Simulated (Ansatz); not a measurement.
# Changed inputs in constrained RPA: RbPdCl3 (cubic perovskite) (Pm-3m)

Wanted: the sensitivity and cost of U and J for RbPdCl3 (cubic perovskite) (Pm-3m).

Main program and level: Ansatz 0.2.0; constrained RPA on LDA, plane waves, PAW.

The structure was built from a prototype and need not be the compound's stable phase.

### Step 1. The structure

The structure is cubic, space group Pm-3m (No. 221). The conventional cell has a = 4.823 Å, b = 4.823 Å, c = 4.823 Å, α = 90.00°, β = 90.00°, γ = 90.00°. Rb has 12 Cl at 3.41 Å nearest. Nearest to Pd lie 6 Cl at 2.41 Å. Nearest to Cl lie 2 Pd at 2.41 Å and 4 Rb at 3.41 Å. Farther neighbours and most contacts between anions are not listed.

The structure was relaxed with LDA. The structure type comes from a generator and need not be one that this composition takes. The structure was generated from a model, not taken from a measurement. The runs that relaxed it are not among those shown. The program's search for lower electronic states was switched off, so nothing shows that the state found is the lowest. The default PAW set here is soft_2. Its files were made with PBE.

### Step 2. Base: Pd d + anion p, bands v13 to c1, 4×4×4 mesh, medium accuracy

Constrained RPA screens the interaction with every transition except those inside the target bands, which a later many-body model would treat itself.

File input.yaml:

```yaml
crystal:
  lattice:
    - [0.0, -4.82303783, 0.0]
    - [0.0, 0.0, 4.82303783]
    - [-4.82303783, 0.0, 0.0]
  atoms:
    - { symbol: Rb, position: [0.0, 0.0, 0.0] }
    - { symbol: Pd, position: [0.5, 0.5, 0.5] }
    - { symbol: Cl, position: [0.5, 0.5, 0.0] }
    - { symbol: Cl, position: [0.5, 0.0, 0.5] }
    - { symbol: Cl, position: [0.0, 0.5, 0.5] }
kpoints:
  mp_grid: { grid: [6, 6, 6] }
hamiltonian:
  xc: lda
scf:
  occupations: { method: gaussian, width: 0.08 }
  n_extra_bands: 19
  max_iter: 150
  lower_state_search: "off"
output:
  crpa:
    kmesh: [4, 4, 4]
    target_bands: [v13, c1]
    projections: [{ species: Pd, l: d, shell: 4 }, { species: Cl, l: p, shell: 3 }]
  local_orbitals:
    kmesh: [8, 8, 8]
    orbitals: [{ species: Pd, l: d, shell: 4 }, { species: Cl, l: p, shell: 3 }]
    window: { bands: [v13, c1] }
    seedname: lo
```

On the command line:

```sh
> ansatz run input.yaml --threads 4 --pin off --max-ram 9216MiB --backend cpu --events-out ev --progress --plain --runs-dir out
```

Numbers of over 12 decimals in the logs are rounded to 6 here.

The log of the run:

```text
scf.n_extra_bands = 19 over 24 filled bands (N_el = 48.0): the run solves 43 bands
Engine: ansatz 0.2.0, x86_64-unknown-linux-gnu
Pseudopotentials: kind: paw
Pseudopotential: Rb, paw, valence charge 9, recommended cutoff 420 eV (normal), Rb.paw.azcp
Pseudopotential: Pd, paw, valence charge 18, recommended cutoff 420 eV (normal), Pd.paw.azcp
Pseudopotential: Cl, paw, valence charge 7, recommended cutoff 420 eV (normal), Cl.paw.azcp
Functional definition: SPW92
  exchange = slater_x
  correlation = pw_c
Crystal: 5 atoms, lattice volume = 112.192 Å³
Basis set: ecut = 420 eV, 2109 PW (Γ)
Bands: 43, of which v1, the nominal top of the filled ones, is band 24 counted from 1 (23 counted from 0)
Symmetry: 48 space group operations
Space group: Pm-3m (ITA 221), of the structure as read, at distance tolerance 4.8e-5 Å
k-points: 20 of 216
Non-local potential: Rb, projectors of the file, l = 0: 3, l = 1: 2, l = 2: 2
Non-local potential: Pd, projectors of the file, l = 0: 2, l = 1: 2, l = 2: 2, l = 3: 1
Non-local potential: Cl, projectors of the file, l = 0: 2, l = 1: 2, l = 2: 2
PAW form: soft (Blöchl's): semilocal exchange-correlation on the pseudo side does not see the compensation charge
PAW frozen core: Rb, regenerated for the run's functional, and the local potential with it (the file was generated under x = pbe(κ = 0.804, μ = 0.219515), c = pbe(β = 0.066725))
PAW frozen core: Pd, regenerated for the run's functional, and the local potential with it (the file was generated under x = pbe(κ = 0.804, μ = 0.219515), c = pbe(β = 0.066725))
PAW frozen core: Cl, regenerated for the run's functional, and the local potential with it (the file was generated under x = pbe(κ = 0.804, μ = 0.219515), c = pbe(β = 0.066725))
PAW one-centre angular grid: Rb, 110 points (default); XC on 64 Gauss nodes
PAW one-centre angular grid: Pd, 590 points (default); XC on 64 Gauss nodes
PAW one-centre angular grid: Cl, 110 points (default); XC on 64 Gauss nodes
Initial density: superposition of atomic densities (neutral atoms: chi_scale 0, normalization atom), corrected by the library's trained network
Initial wavefunctions: pseudopotential atomic-orbital guess
Functional: x = slater, c = lda
SCF iter   1: F=—  HF=-13153.292812 eV  |F-HF|=—  |Δ(HF+E_count)|=         —  Δρ=7.60e-3  dr2=5.54e-2  ethr=1.77e-3  ⟨swp⟩=5.8  Hψ=3931  notcnv=0  defer=168
preconditioner: auto → LDOS  [insulator: Δε(μ)=0.408 eV  Ē_g=15.065 eV  σ=0.080 eV  W_gap=0.77  n_scr=26 (ndim 8)  ℏωp=21.6 eV  f_vac=0.025  D(μ)=2.24/eV (n_scr^D=18)  ε∞_Penn≈3.1  β→1.0]
SCF iter   2: F=—  HF=-13153.282228 eV  |F-HF|=—  |Δ(HF+E_count)|=   1.06e-2  Δρ=3.82e-3  dr2=1.42e-2  ethr=1.15e-4  ⟨swp⟩=2.0  Hψ=1601  notcnv=0  defer=244
[...]
Fermi energy:    6.244310 eV
--- Per-component energies (eV) ---
  E_band       = -434.891741
  E_kinetic    = 1190.942239
  E_local      = -4526.219910  (includes V_loc(G=0)·N_el)
  E_nonlocal   = 492.956763
  E_hartree    = 1743.130633
  E_xc         = -614.709487
  E_vxc        = -712.377343  (∫ρ·V_xc dr)
  E_paw        = -8022.393245  (= ΣΔE_a)
  E_vpaw       = -366.454170  (= ΣTr[D̂ρ^β])
  E_aug_tail   = 0.000507  (compensation charges beyond the density's cutoff)
  E_ewald      = -3418.500308
  E_core_change = 1.523468  (= ΣΔE_core)
  E_smearing   = -0.007155  (= −TS)
  E_closure    = -0.000000  (closes the sum)
  Σ components = -13153.276493   (vs F -13153.276493, Δ=0.00e0)
--- Band table (eV; the first three rows and the last of 20) ---
  k-point 0: bands = [... 20 lower, 4.3999, 4.3999, 4.5073, 4.5073, 4.5073, 10.0355, 10.7081, 11.5135, ... 15 higher]
  k-point 1: bands = [... 20 lower, 4.2746, 4.4015, 4.7933, 4.7933, 5.3590, 10.5595, 11.1322, 11.7988, ... 15 higher]
  k-point 2: bands = [... 20 lower, 4.2528, 4.4037, 5.2734, 5.2734, 6.0029, 11.9282, 12.1936, 12.5640, ... 15 higher]
  k-point 19: bands = [... 20 lower, 5.5576, 5.5576, 5.5576, 8.7102, 8.7102, 11.9620, 12.0939, 12.0939, ... 15 higher]
--- cRPA (band scheme, projected local orbitals): target bands 12..25 (1-based), 14 Wannier function(s), 4×4×4 mesh, 50 bands' worth read of 55 solved, ecut_chi 136.0 eV, v(q+G=0) probe_charge, pair densities all_electron ---
  bands read: the sum over 50 bands ends inside a degenerate multiplet in 13 slots, whose members it reads at an even weight; the widest, k=42: bands 50 to 52 (counted from 1) at 1/3 each
  χ-basis size per q: N_G = 388..437
  window electrons = 26.0000, filled by tetrahedron_uncorrected; constrained ε̄⁻¹(q = 0, 0) head = 0.345147; min gauge Gram eig = 0.8388
  Kanamori averages over each shell's own Wannier functions (sites counted from 0, functions from 1):
  Each shell's averages of U are screened by what lies outside the whole window alone: parameters of one model of all the shells.
    Site 1, 4D, 5 of 5 d orbitals (Wannier functions 1, 2, 3, 4, 5; wannier90's mr 1, 2, 3, 4, 5):
      screened: U = 6.5685 eV, U' = 5.5373 eV, J = 0.5106 eV
      screened, to within: U = 9.9e-3 eV, U' = 9.9e-3 eV, J = 7.3e-4 eV
      bare: V = 17.5958 eV, V' = 16.2504 eV, J = 0.6648 eV
    Site 2, 3P, 3 of 3 p orbitals (Wannier functions 6, 7, 8; wannier90's mr 1, 2, 3):
      screened: U = 5.7802 eV, U' = 4.7698 eV, J = 0.4919 eV
      screened, to within: U = 6.5e-3 eV, U' = 6.5e-3 eV, J = 6.9e-4 eV
      bare: V = 13.5790 eV, V' = 12.1003 eV, J = 0.7199 eV
    Site 3, 3P, 3 of 3 p orbitals (Wannier functions 9, 10, 11; wannier90's mr 1, 2, 3):
      screened: U = 5.7802 eV, U' = 4.7698 eV, J = 0.4919 eV
      screened, to within: U = 6.5e-3 eV, U' = 6.5e-3 eV, J = 6.9e-4 eV
      bare: V = 13.5790 eV, V' = 12.1003 eV, J = 0.7199 eV
    Site 4, 3P, 3 of 3 p orbitals (Wannier functions 12, 13, 14; wannier90's mr 1, 2, 3):
      screened: U = 5.7802 eV, U' = 4.7698 eV, J = 0.4919 eV
      screened, to within: U = 6.5e-3 eV, U' = 6.5e-3 eV, J = 6.9e-4 eV
      bare: V = 13.5790 eV, V' = 12.1003 eV, J = 0.7199 eV
  Hermiticity witness max|P − P†| over intra, direct and exchange elements: 1.24e-14 eV (screened), 3.55e-15 eV (bare)
  Reality witness max|Im| over intra, direct and exchange elements: 1.25e-8 eV (screened), 6.98e-12 eV (bare)
[key lines of the parts left out:]
SCF converged after 7 iterations
Free energy (F): -13153.276493 eV
```

It took 2.3 min on 4 threads of AMD EPYC 9R45, shared host; peak memory 1 GiB; 8.5 min of CPU time.

In the SCF lines HF is the Harris–Foulkes energy and dr2 the Hartree energy of the density residual, in eV; the loop may stop once dr2 is under the threshold and the program's other checks hold. Hψ counts applications of the Hamiltonian.

This step gave:

| Property | Result |
| --- | --- |
| U | 6.568 eV |
| U prime (inter-orbital) | 5.537 eV |
| J | 0.5106 eV |
| bare V | 17.60 eV |
| bare J | 0.6648 eV |
| stated bound on U | 0.009825 eV |
| U over bare V | 0.3733 |
| electrons in the window | 26.00 |
| head of the constrained inverse dielectric matrix | 0.3451 |
| least eigenvalue of the projection's overlap | 0.8388 |
| target functions | 14 |
| bands in the sums | 50 |
| r.m.s. miss of the model bands | 8.10e-5 eV |
| width of the target bands | 8.991 eV |
| weight of the projected orbitals in the window | 0.9689 |

On the Pd d shell, screening brings the on-site interaction from 17.6 eV down to U = 6.57 eV.

### Step 3. Changed: 2×2×2 mesh

input.yaml, the sections that differ from step 2:

```yaml
output:
  crpa:
    kmesh: [2, 2, 2]
    target_bands: [v13, c1]
    projections: [{ species: Pd, l: d, shell: 4 }, { species: Cl, l: p, shell: 3 }]
# crystal, kpoints, hamiltonian, scf: as in step 2
```

The log of the run:

```text
[...]
Crystal: 5 atoms, lattice volume = 112.192 Å³
Basis set: ecut = 420 eV, 2109 PW (Γ)
Bands: 43, of which v1, the nominal top of the filled ones, is band 24 counted from 1 (23 counted from 0)
Symmetry: 48 space group operations
[...]
k-points: 20 of 216
[...]
SCF iter   1: F=—  HF=-13153.292812 eV  |F-HF|=—  |Δ(HF+E_count)|=         —  Δρ=7.60e-3  dr2=5.54e-2  ethr=1.77e-3  ⟨swp⟩=5.8  Hψ=3931  notcnv=0  defer=168
[...]
SCF iter   7: F=-13153.276493 eV  HF=-13153.276493 eV  |F-HF|=6.73e-11  |Δ(HF+E_count)|=   5.64e-9  Δρ=1.21e-6  dr2=7.67e-10  ethr=2.08e-10  ⟨swp⟩=10.7  Hψ=4259  notcnv=0
SCF 1 converged in 7 iterations: F = -13153.276493 eV  dr2 = 7.67e-10
[...]
NSCF: frozen V_eff on 4 k-points
[...]
cRPA screening: q 1/8
cRPA screening: q 2/8
cRPA screening: q 5/8 (q-point 4)
cRPA screening: q 8/8
SCF converged after 7 iterations
[...]
χ-basis size per q: N_G = 388..437
[...]
screened: U = 6.7249 eV, U' = 5.6887 eV, J = 0.5130 eV
      screened, to within: U = 9.3e-3 eV, U' = 9.3e-3 eV, J = 7.6e-4 eV
      bare: V = 17.6876 eV, V' = 16.3383 eV, J = 0.6668 eV
    Site 2, 3P, 3 of 3 p orbitals (Wannier functions 6, 7, 8; wannier90's mr 1, 2, 3):
      screened: U = 5.8192 eV, U' = 4.8027 eV, J = 0.4942 eV
      screened, to within: U = 7.0e-3 eV, U' = 7.0e-3 eV, J = 7.4e-4 eV
      bare: V = 13.7074 eV, V' = 12.2223 eV, J = 0.7220 eV
    Site 3, 3P, 3 of 3 p orbitals (Wannier functions 9, 10, 11; wannier90's mr 1, 2, 3):
      screened: U = 5.8192 eV, U' = 4.8027 eV, J = 0.4942 eV
      screened, to within: U = 7.0e-3 eV, U' = 7.0e-3 eV, J = 7.4e-4 eV
      bare: V = 13.7074 eV, V' = 12.2223 eV, J = 0.7220 eV
    Site 4, 3P, 3 of 3 p orbitals (Wannier functions 12, 13, 14; wannier90's mr 1, 2, 3):
      screened: U = 5.8192 eV, U' = 4.8027 eV, J = 0.4942 eV
      screened, to within: U = 7.0e-3 eV, U' = 7.0e-3 eV, J = 7.4e-4 eV
      bare: V = 13.7074 eV, V' = 12.2223 eV, J = 0.7220 eV
[...]
[key lines of the parts left out:]
Free energy (F): -13153.276493 eV
Fermi energy:    6.244310 eV
```

Elapsed: 13 s, on 4 threads; peak memory 0.87 GiB.

This step gave:

```yaml
u: 6.725 eV
u_prime_inter_orbital: 5.689 eV
j: 0.5130 eV
bare_v: 17.69 eV
bare_j: 0.6668 eV
stated_bound_on_u: 0.009258 eV
u_over_bare_v: 0.3802
electrons_in_the_window: 26
head_of_the_constrained_inverse_dielectric_matrix: 0.3316
least_eigenvalue_of_the_projection_s_overlap: 0.8388
target_functions: 14
bands_in_the_sums: 50
width_of_the_target_bands: 8.991 eV
weight_of_the_projected_orbitals_in_the_window: 0.9689
```

On the Pd d shell, screening brings the on-site interaction from 17.7 eV down to U = 6.72 eV.

### Step 4. Changed: smooth pair densities

input.yaml: that of step 3 with these lines changed.

```diff
@@ -22,4 +22,5 @@
   crpa:
-    kmesh: [2, 2, 2]
+    kmesh: [4, 4, 4]
     target_bands: [v13, c1]
     projections: [{ species: Pd, l: d, shell: 4 }, { species: Cl, l: p, shell: 3 }]
+    pair_densities: pseudo
```

The log of the run:

```text
[...]
Crystal: 5 atoms, lattice volume = 112.192 Å³
Basis set: ecut = 420 eV, 2109 PW (Γ)
Bands: 43, of which v1, the nominal top of the filled ones, is band 24 counted from 1 (23 counted from 0)
Symmetry: 48 space group operations
[...]
k-points: 20 of 216
[...]
screened, sum over states alone: U = 6.2736 eV, U' = 5.0137 eV, J = 0.6102 eV
      bare: V = 13.5790 eV, V' = 12.1003 eV, J = 0.7199 eV
    Site 4, 3P, 3 of 3 p orbitals (Wannier functions 12, 13, 14; wannier90's mr 1, 2, 3):
      screened: U = 5.7885 eV, U' = 4.7692 eV, J = 0.4962 eV
      screened, to within: U = 2.1e-3 eV, U' = 2.1e-3 eV, J = 2.2e-4 eV
      screened, sum over states alone: U = 6.2736 eV, U' = 5.0137 eV, J = 0.6102 eV
      bare: V = 13.5790 eV, V' = 12.1003 eV, J = 0.7199 eV
[...]
[key lines of the parts left out:]
SCF converged after 7 iterations
Free energy (F): -13153.276493 eV
Fermi energy:    6.244310 eV
```

Run time: 2.1 min. Hardware: 4 threads; peak memory 0.92 GiB; 8 min of CPU time.

Numbers from this step:

- U: 6.600 eV
- U prime (inter-orbital): 5.532 eV
- J: 0.5294 eV
- bare V: 17.60 eV
- bare J: 0.6648 eV
- stated bound on U: 0.002789 eV
- U over bare V: 0.3751
- electrons in the window: 26.00
- head of the constrained inverse dielectric matrix: 0.3453
- least eigenvalue of the projection's overlap: 0.8388
- target functions: 14
- bands in the sums: 50
- width of the target bands: 8.991 eV
- weight of the projected orbitals in the window: 0.9689

On the Pd d shell, screening brings the on-site interaction from 17.6 eV down to U = 6.60 eV.

### Step 5. Changed: sums over states

input.yaml: that of step 4 with these lines changed.

```diff
@@ -25,2 +25,4 @@
     projections: [{ species: Pd, l: d, shell: 4 }, { species: Cl, l: p, shell: 3 }]
-    pair_densities: pseudo
+    accuracy: sum_over_states
+    n_empty_bands: 96
+    ecut_chi: 136
```

The log of the run:

```text
[...]
Crystal: 5 atoms, lattice volume = 112.192 Å³
Basis set: ecut = 420 eV, 2109 PW (Γ)
Bands: 43, of which v1, the nominal top of the filled ones, is band 24 counted from 1 (23 counted from 0)
Symmetry: 48 space group operations
[...]
k-points: 20 of 216
[...]
screened: U = 5.8564 eV, U' = 4.7745 eV, J = 0.5271 eV
      bare: V = 13.5790 eV, V' = 12.1003 eV, J = 0.7199 eV
    Site 3, 3P, 3 of 3 p orbitals (Wannier functions 9, 10, 11; wannier90's mr 1, 2, 3):
      screened: U = 5.8564 eV, U' = 4.7745 eV, J = 0.5271 eV
      bare: V = 13.5790 eV, V' = 12.1003 eV, J = 0.7199 eV
    Site 4, 3P, 3 of 3 p orbitals (Wannier functions 12, 13, 14; wannier90's mr 1, 2, 3):
      screened: U = 5.8564 eV, U' = 4.7745 eV, J = 0.5271 eV
      bare: V = 13.5790 eV, V' = 12.1003 eV, J = 0.7199 eV
[...]
[key lines of the parts left out:]
SCF converged after 7 iterations
Free energy (F): -13153.276493 eV
Fermi energy:    6.244310 eV
```

The job ended after 17 s (4 threads; peak memory 0.96 GiB; 61 s of CPU time).

This variant gives U = 6.68 eV against 6.57 eV. It is a finite sum over empty states with no bound on its error and stays out of the table below.

### Step 6. Changed: a keyword of another program

input.yaml: that of step 5 with these lines changed.

```diff
@@ -25,4 +25,2 @@
     projections: [{ species: Pd, l: d, shell: 4 }, { species: Cl, l: p, shell: 3 }]
-    accuracy: sum_over_states
-    n_empty_bands: 96
-    ecut_chi: 136
+    ucrpa: 1
```

The log of the run:

```text
Error: YAML parse error: error: line 26 column 5: unknown field `ucrpa`, expected one of accuracy, bounded_pairs, pair_densities, n_empty_bands, n_guard_bands, ecut_chi, kmesh, target_bands, projections
  --> <input>:26:5
   |
24 |     target_bands: [v13, c1]
25 |     projections: [{ species: Pd, l: d, shell: 4 }, { species: Cl, l: …
26 |     ucrpa: 1
   |     ^ unknown field `ucrpa`, expected one of accuracy, bounded_pairs, pair_densities, n_empty_bands, n_guard_bands, ecut_chi, kmesh, target_bands, projections
```

The job ended after 0.02 s (4 threads; peak memory 0.032 GiB).

The input was rejected at the start.

The program's message: “Error: YAML parse error: error: line 26 column 5: unknown field `ucrpa`, expected one of accuracy, bounded_pairs, pair_densities, n_empty_bands, n_guard_bands, ecut_chi, kmesh, target_bands, projectio …”

The fault put into this input: a keyword of another program.

(Part 1 of 2 ends here.)

[Paths, hosts, dates, memory and timing lines, banners, echoed tables and standing remarks are left out of the program output.]

[Logs are printed without paths, hosts, clocks, repeated set-up lines and the standing remarks that a program may print on its own settings, such as how far it seeks lower states.]

[Runs of the session that timed out or met a known fault of the program may be left out.]

[Hosts, paths, dates, database ids (printed as entryN), source tags and the programs' standing remarks are cut or masked in the printed files.]
